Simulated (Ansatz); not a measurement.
# How cost and error scale: generalised stacking fault on (111) (glide set) of a Ge-Si solid solution (72 atoms) repeated, part 2 of 2

Wanted: cost and convergence against size for generalised stacking fault on (111) (glide set) of a Ge-Si solid solution (72 atoms).

Ansatz 0.2.0; Kohn-Sham DFT, revPBE, PAW (set soft_2), plane waves.

The cell: 51 Ge and 21 Si. The host structure and its lattice constant were typed by rule, without a check against the phase diagram.

So far. Step 4 (Support functions, 72 atoms): The energy lies 87.1 meV/atom above the dense-mesh reference, and 1.0 meV/atom below plane waves of the same size, an offset between the two bases that leaves the sampling error alike. Step 5 (Plane waves, 144 atoms): The energy lies 58.1 meV/atom above the dense-mesh reference.

**6. Support functions, 144 atoms**

The repeated cell is solved at Γ in support functions.

This step: Kohn-Sham DFT, revPBE, PAW (set soft_2), localised support functions (medium) (Ansatz 0.2.0).

Contents of input.yaml:

```yaml
crystal:
  lattice:
    - [6.84865, 0.0, 0.0]
    - [0.0, 11.86221, 0.0]
    - [0.5707, 0.0, 19.57091]
  atoms:
    [... the 72 atom lines of step 2 ...]
  supercell: [2, 1, 1]
kpoints:
  mp_grid: { grid: [1, 1, 1] }
hamiltonian:
  xc: revpbe
scf:
  occupations: { method: fermi_dirac, width: 0.05 }
  eigensolver: { kind: { support_functions: { accuracy: medium } } }
  mixing: { beta: 0.4 }
  max_iter: 150
output:
  forces: true
```

The run is started by

```
ansatz run input.yaml --threads 4 --pin off --max-ram 15872MiB --backend cpu --events-out ev --progress --plain --runs-dir out
```

Numbers of over 12 decimals in the logs are rounded to 6 here.

The program printed:

```text
[...]
Crystal: 144 atoms, lattice volume = 3179.886 Å³
Basis set: ecut = 420 eV, 62165 PW (Γ), exchange–correlation on 192×160×270 points (8 copies of the dense FFT grid, shifted against one another)
Bands: 958, of which v1, the nominal top of the filled ones, is band 798 counted from 1 (797 counted from 0)
Symmetry: 1 space group operations
k-points: 1
[...]
SCF iter   1: F=—  HF=-465249.117566 eV  |F-HF|=—  |Δ(HF+E_count)|=         —  Δρ=3.36e-2  dr2=3.70e1  ethr=1.00e-1
[...]
SCF iter  11: F=—  HF=-465277.231266 eV  |F-HF|=—  |Δ(HF+E_count)|=   2.54e-3  Δρ=2.14e-5  dr2=8.42e-6  ethr=2.48e-9  κ⁻¹=9.6e-7(r=7)
SCF iter  12: F=-465277.233274 eV  HF=-465277.233274 eV  |F-HF|=3.82e-8  |Δ(HF+E_count)|=   2.01e-3  Δρ=7.01e-6  dr2=1.41e-6  ethr=5.28e-10
SCF 1 converged in 12 iterations: F = -465277.267932 eV  dr2 = 1.41e-6
[...]
SCF converged after 12 iterations
[...]
Free energy (F): -465277.267932 eV
[...]
Internal energy: -465277.158292 eV  (E = F + TS)
E sigma→0 (E₀):  -465277.213112 eV
Entropy (-TS):   -0.109640 eV (-0.761 meV/atom)
Fermi energy:    8.421732 eV
[...]
Σ components = -465277.267932   (vs F -465277.267932, Δ=0.00e0)
--- Forces (eV/Å), atoms counted from 1 ---
  atom   1  Ge    -1.61461120    -0.93167820     0.09214688
  atom   2  Ge    -0.20802566    -0.53693162    -0.02091914
  atom   3  Ge     0.06888652    -0.08063994     0.39579701
  atom   4  Si     0.03814516     0.07866833     0.08595180
  atom   5  Si    -1.63910596    -0.49544257    -0.23622059
  atom   6  Ge     0.32009789     0.11290256    -0.26269605
  [... forces on the other 138 atoms ...]
  max |Σ_I F_I| component: 1.31e-3 eV/Å
--- Band table (eV) ---
[... left out ...]
[...]
```

Run time: 4.5 min. Hardware: 4 threads of Arm Neoverse V1, shared host; peak memory 5.6 GiB; 18 min of CPU time.

The program repeats the typed cell 2×1×1 times, 144 atoms in all; totals in the log are those of the whole repeated cell, and force differences are taken after averaging over the copies of each atom.

The energy lies 57.1 meV/atom above the dense-mesh reference, and 1.0 meV/atom below plane waves of the same size, an offset between the two bases that leaves the sampling error alike.

**7. Scaling with size**

Differences are against the typed cell on a 5×3×2 mesh, which samples like Γ on 2160 atoms (r.m.s. force component 0.521 eV/Å). Every repeated cell is solved at Γ, and forces are averaged over the copies of each atom. Hardware: 4 threads of Arm Neoverse V1, shared host.

```csv
atoms,repeats,basis,"Δ force, r.m.s. (meV/Å)",Δ energy (meV/atom),less plane waves of the same size (meV/atom),spread among copies (meV/Å),SCF cycles,time,host memory (GiB)
72,1×1×1,plane waves,216,88.1,-,-,9,23 s,2.2
72,1×1×1,support functions,216,87.1,-1.0,-,12,2.2 min,3.4
144,2×1×1,plane waves,50.4,58.1,-,0,8,1.8 min,6.2
144,2×1×1,support functions,50.5,57.1,-1.0,0,12,4.5 min,5.6
```

**8. The reference in detail**

The comparisons rest on this run, so its electronic structure is set out here.

Neighbours are counted within 2.77 Å (Ge-Ge), 2.77 Å (Ge-Si), 2.77 Å (Si-Si).

Length of the force by element and coordination:

```csv
element,coordination,atoms,mean length of the force (eV/Å),spread,least,most
Ge,all,51,0.635,0.456,0.140,2.15
Ge,3,5,1.90,0.172,1.68,2.15
Ge,4,46,0.497,0.185,0.140,0.812
Si,all,21,0.943,0.649,0.149,1.95
Si,3,7,1.83,0.101,1.71,1.95
Si,4,14,0.498,0.181,0.149,0.807
```

Löwdin charges by element and coordination (they lack the spilled electrons, 0.026 e an atom on average):

```csv
element,coordination,atoms,mean charge (e),spread,least,most
Ge,all,51,0.0093,0.0166,-0.0426,0.041
Ge,3,5,-0.0134,0.0176,-0.0426,0.006
Ge,4,46,0.0118,0.0145,-0.0284,0.041
Si,all,21,0.0681,0.016,0.0386,0.098
Si,3,7,0.0582,0.0124,0.0418,0.0814
Si,4,14,0.073,0.0153,0.0386,0.098
```

States in the cell by windows of 0.5 eV, zero at the Fermi level; the larger projections on atomic orbitals stand beside the total:

```csv
from (eV),to (eV),total,Ge p,Si p,Ge s,Si s
-10,-9.5,8.5,2.0,0.8,3.5,2.2
-9.5,-9,5.0,1.2,0.5,2.0,1.2
-9,-8.5,5.7,1.6,0.6,2.6,0.9
-8.5,-8,11.8,3.8,1.5,4.9,1.6
-8,-7.5,15.1,5.5,2.1,4.9,2.4
-7.5,-7,9.5,3.4,1.4,2.8,1.8
-7,-6.5,7.2,2.6,1.1,2.1,1.3
-6.5,-6,6.0,2.3,0.9,1.6,1.2
-6,-5.5,4.9,1.9,0.8,1.3,0.9
-5.5,-5,4.6,2.0,0.8,1.1,0.6
-5,-4.5,16.2,10.7,4.0,0.8,0.4
-4.5,-4,18.5,11.8,5.0,1.0,0.5
-4,-3.5,24.2,15.7,6.6,1.2,0.6
-3.5,-3,24.6,16.5,7.0,0.6,0.3
-3,-2.5,24.7,16.5,6.9,0.7,0.3
-2.5,-2,19.7,13.5,5.4,0.4,0.2
-2,-1.5,12.4,8.4,3.5,0.2,0.1
-1.5,-1,6.6,4.4,2.0,0.1,0.0
-1,-0.5,2.4,1.5,0.8,0.0,0.0
-0.5,0,1.6,0.6,0.7,0.1,0.1
0,0.5,6.6,2.4,1.4,1.7,0.6
0.5,1,17.0,6.6,3.9,3.8,1.2
1,1.5,26.8,11.2,5.8,5.4,2.1
1.5,2,21.6,9.4,4.2,3.9,1.8
```

Between -26 and -10 eV lie 569 more states.

The levels nearest the highest filled one (over half full), pooled over k-points and spins:

```csv
level less the highest filled one (eV),occupation
-0.346,2.00
-0.346,2.00
-0.106,1.87
-0.0871,1.82
-0.0327,1.54
0,1.27
0.0576,0.71
0.0674,0.623
0.069,0.61
0.0694,0.606
0.0814,0.51
0.0822,0.504
```

Forces differ by site in this geometry: Si atoms with 3 neighbours bear 1.8 eV/Å on average, against 0.50 eV/Å for those with 4. Mean Löwdin charges: Ge +0.01, Si +0.07 e. Charges this small depend on the projection, at times even in sign.

**9. What came out**

```yaml
free_energy_per_atom: -3231.1492 eV/atom
density: 4.485 g/cm³
pressure: 4.354 GPa
r_m_s_force_component: 0.5211 eV/Å
wall_time_of_the_5_dft_runs: 32 min
```

What this shows: Repeating the cell at Γ samples more k-points: in plane waves the energy difference from the dense mesh goes from 88.1 meV/atom at 72 atoms to 58.1 at 144, and the force difference from 216 to 50 meV/Å. At equal size the support functions lie 1.0 meV/atom below plane waves, likely because their grid holds more waves than 420 eV; no run tests this. At the largest size the support functions' forces differ from the reference by 9.7 % of the r.m.s. force, which holds the difference of sampling between the two as well as that of the basis.

23 levels are partly filled, by over 2 % (on the run's k-points): no clear gap opens at this level. Levels of broken or missing bonds inside a gap of the host would look the same. Forces differ by site in this geometry: Si atoms with 3 neighbours bear 1.8 eV/Å on average, against 0.50 eV/Å for those with 4.

**Limits.** The geometry was built by rule, was displaced at random and isn't relaxed at this level: its force components are 0.52 eV/Å r.m.s. The pressure of 4.4 GPa belongs to a cell and atoms that aren't relaxed at this level.

[Logs are printed without paths, hosts, clocks, repeated set-up lines and the standing remarks that a program may print on its own settings, such as how far it seeks lower states.]

[Hosts, paths, dates, database ids (printed as entryN), source tags and the programs' standing remarks are cut or masked in the printed files.]
